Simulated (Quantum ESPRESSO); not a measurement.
# Voltage at the next charge: V(110), 4 layers, one monolayer of Li on longbridge sites against an electrode

**Set-up.** Quantum ESPRESSO 7.5, PBE, GBRV ultrasoft; ESM with bc3, a metal electrode 6.08 Å above the top atoms; cell area 6.449 Å²; ions fixed. V is the potential energy of an electron at the electrode over the slab's Fermi level, divided by e, so that it equals the work function at zero charge; positive charge removes electrons.

| charge (e a cell) | V (V) |
| --- | --- |
| 0 | 3.800 |
| 0.0097 | 4.841 |
| 0.0193 | 5.897 |

One more run was made and is withheld. What is V at a charge of 0.0387 e, and what capacitance do the rows imply?

By hand: The last two rows give dV/dq = (5.897 − 4.841)/(0.0193 − 0.0097) = 110.0 V/e, so C = 1602/(6.449 × 110.0) = 2.26 µF/cm², an effective gap of 8.854/2.26 = 3.92 Å. At constant C, V = 5.897 + 110.0 × 0.0194 = 8.03 V.

**Check.** V = 8.093 V; the estimate misses by −0.06 V, 2.8 % of the step. Over the three intervals C goes 2.31, 2.26 and 2.20 µF/cm²: it falls as electrons leave, the surface charge drawing back towards the atoms.

**Limits.** Vacuum fills the gap; a dielectric or electrolyte would change C. The slab is thin.
